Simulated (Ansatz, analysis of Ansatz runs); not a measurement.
# Vacancy formation of the monovacancy in Ni (LDA), part 2 of 2

Aim: the vacancy formation of the monovacancy in Ni, to be set beside the measurement. Set-up: LDA, 64-site cell, LDA lattice, 420 eV, k: 3x3x3 Gamma-centred. The model is a cell of 64 host atoms with 1 Ni taken out. The formation energy is the energy of the cell with the vacancy less that of the same number of atoms in the perfect cell. A local or semilocal functional is the cheapest first rung.

Ansatz 0.2.0; LDA, 64-site cell, LDA lattice, 420 eV, k: 3x3x3 Gamma-centred.

So far: Set-up; Relaxation, charge 0.

### Step 2. Relaxation, charge 0 (continued)

Level of this step: plane-wave PAW DFT, LDA; relaxation of all atoms of a defect supercell (Ansatz).

The steps of the relaxation:

| step | energy less that of the first step (eV) | largest force component (eV/Å) |
| --- | --- | --- |
| 1 | 0.0000 | 0.2226 |
| 2 | -0.0365 | 0.1610 |
| 3 | -0.0721 | 0.0112 |
| 4 | -0.0721 | 0.0112 |

Forces are held to the 48 operations that the run works with; a distortion that breaks them can't arise in this run.

The atoms that moved most (Å):

```csv
atom,dx,dy,dz,length
Ni27,0.000,0.024,0.024,0.033
Ni39,0.024,0.000,0.024,0.033
Ni42,0.024,0.024,0.000,0.033
Ni45,0.000,0.024,-0.024,0.033
Ni57,0.024,0.000,-0.024,0.033
Ni31,-0.024,0.024,0.000,0.033
Ni54,0.024,-0.024,0.000,0.033
Ni28,-0.024,0.000,0.024,0.033
```

The atoms nearest to the centre after the run:

```csv
atom,distance (Å)
Ni27,2.387
Ni39,2.387
Ni42,2.387
Ni45,2.387
Ni57,2.387
Ni31,2.387
Ni54,2.387
Ni28,2.387
Ni40,2.387
Ni43,2.387
Ni46,2.387
Ni58,2.387
```

Read from the output:

- free energy: -363720.9283 eV
- smearing term TS: 0.03687 eV
- total moment: 33.54 μB
- integral of the absolute spin density: 37.53 μB
- spin contamination: 0.2068

The relaxation ends 1.1 meV an atom lower, with a largest force component of 0.011 eV/Å.

### Step 3. Defect-free supercell

The perfect cell is run with the same cutoff and k-points as the defect cell, so that sampling errors largely cancel in the difference.

This step: plane-wave PAW DFT, LDA; single point of the defect-free supercell.

System of this step: The cell holds 64 atoms: 64 Ni. Cell: a = 9.679 Å, b = 9.679 Å, c = 9.679 Å, α = 60.0°, β = 60.0°, γ = 60.0°.

File host/input.yaml:

```yaml
crystal:
  lattice:
    - [0.0, 6.8443521399, 6.8443521399]
    - [6.8443521399, 0.0, 6.8443521399]
    - [6.8443521399, 6.8443521399, 0.0]
  atoms:
    - { symbol: Ni, position: [0.0, 0.0, 0.0], spin: 0.7 }
    - { symbol: Ni, position: [0.0, 0.0, 0.25], spin: 0.7 }
    - { symbol: Ni, position: [0.0, 0.0, 0.5], spin: 0.7 }
    - { symbol: Ni, position: [0.0, 0.0, 0.75], spin: 0.7 }
    - { symbol: Ni, position: [0.0, 0.25, 0.0], spin: 0.7 }
    - { symbol: Ni, position: [0.0, 0.25, 0.25], spin: 0.7 }
    - { symbol: Ni, position: [0.0, 0.25, 0.5], spin: 0.7 }
    - { symbol: Ni, position: [0.0, 0.25, 0.75], spin: 0.7 }
[... 50 atom lines left out ...]
    - { symbol: Ni, position: [0.75, 0.5, 0.5], spin: 0.7 }
    - { symbol: Ni, position: [0.75, 0.5, 0.75], spin: 0.7 }
    - { symbol: Ni, position: [0.75, 0.75, 0.0], spin: 0.7 }
    - { symbol: Ni, position: [0.75, 0.75, 0.25], spin: 0.7 }
    - { symbol: Ni, position: [0.75, 0.75, 0.5], spin: 0.7 }
    - { symbol: Ni, position: [0.75, 0.75, 0.75], spin: 0.7 }
magnetization:
  spin_polarized: true
basis:
  ecutwfc: 420
  xc_grid: 2
hamiltonian:
  xc: lda
kpoints:
  mp_grid: { grid: [3, 3, 3] }
scf:
  occupations: { method: methfessel_paxton, width: 0.1 }
  max_iter: 120
output:
  forces: true
```

Run with:

```bash
> ansatz run input.yaml --threads 4 --pin off --max-ram 14131MiB --backend cpu --events-out ev --progress --plain --runs-dir out
```

Numbers of over 12 decimals in the logs are rounded to 6 here.

Output:

```text
[...]
Crystal: 64 atoms, lattice volume = 641.249 Å³
Basis set: ecut = 420 eV, 12507 PW (Γ), exchange–correlation on 144×144×144 points (8 copies of the dense FFT grid, shifted against one another)
Bands: 719, of which v1, the nominal top of the filled ones, is band 576 counted from 1 (575 counted from 0)
Symmetry: 3072 space group operations
[...]
k-points: 4 of 27
[...]
Starting moments: Σ|m| = 44.8 μB on 64 of 64 sites
[...]
SCF iter   1: F=—  HF=-369447.639691 eV  |F-HF|=—  |Δ(HF+E_count)|=         —  Δρ=1.12e-1 (↑2.65e-2 ↓1.12e-1)  dr2=6.79e1  dr2_m=1.14e1  M=53.706 μB ∫|m|=55.901 μB  β_m=0.30  ethr=3.10e-3  ⟨swp⟩=4.9  Hψ=17624  notcnv=0  defer=114
[...]
SCF iter  16: F=-369495.979362 eV  HF=-369495.979362 eV  |F-HF|=2.71e-8  |Δ(HF+E_count)|=   6.16e-8  S|Δr|=    0.00e0  Δρ=2.85e-6 (↑1.05e-6 ↓2.85e-6)  dr2=4.90e-8  dr2_m=5.32e-9  M=33.427 μB ∫|m|=37.366 μB  ethr=7.88e-12  ⟨swp⟩=3.6  Hψ=15247  notcnv=0
SCF 1 converged in 16 iterations: F = -369495.979362 eV  dr2 = 4.90e-8
[...]
this state was not tested for a lower state beside it, because cold or Methfessel-Paxton smearing, or corrected tetrahedra, fill the levels in a way that the test cannot read (fill_not_monotonic; see scf.lower_state_search)
SCF converged after 16 iterations
Magnetization: 33.4274 μB (592.7137 up, 559.2863 down)
Absolute magnetization: 37.4101 μB (∫|ρ↑−ρ↓|, with the PAW one-centre terms)
[...]
Per-site moments (μB) at R_I (Å): [(0.549138, 0.998186), (0.549138, 0.998186), (0.549138, 0.998186), [... 61 left out ...]
Free energy (F): -369495.979362 eV
[...]
Internal energy: -369495.956155 eV  (E = F + TS)
E sigma→0 (E₀):  -369495.973560 eV
Entropy (-TS):   -0.023207 eV (-0.363 meV/atom)
Fermi energy:    19.654678 eV
[...]
```

Wall time 5.2 min (4 threads of Arm Neoverse V1, shared host); peak memory 7.8 GiB; 20 min of CPU time.

In the SCF lines HF is the Harris–Foulkes energy and dr2 the Hartree energy of the density residual, in eV; the loop may stop once dr2 is under the threshold and the program's other checks hold. Hψ counts applications of the Hamiltonian.

Read from the output:

| Item | Value |
| --- | --- |
| free energy | -369495.9794 eV |
| smearing term TS | 0.02321 eV |
| total moment | 33.43 μB |
| integral of the absolute spin density | 37.41 μB |
| spin contamination | 0.1956 |

The cell carries a net spin moment of 33.43 μB and an absolute one of 37.41 μB.

### Step 4. Results

```
energy gained by relaxing the atoms           : 0.07 eV
vacancy formation energy at fixed volume, 0 K : 1.68 eV
moment of the cell                            : 33.5 μB
time of the whole chain                       : 23 min on 4 threads
```

Vacancy formation energy: computed 1.68 eV, measured 1.6 eV; 0.08 eV above the measurement. The calculation is for 0 K; measured enthalpies come from near the melting point and hold vibrational and anharmonic parts. Semilocal functionals misjudge the energy of a vacancy's internal surface; LDA and PBEsol usually give larger values than PBE.

[Logs are printed without paths, hosts, clocks, repeated set-up lines and the standing remarks that a program may print on its own settings, such as how far it seeks lower states.]

[Hosts, paths, dates, database ids (printed as entryN), source tags and the programs' standing remarks are cut or masked in the printed files.]

[For some hosts the program warned that the k-mesh of the response run may be too coarse for force constants and the static dielectric constant; such warnings are not shown here.]
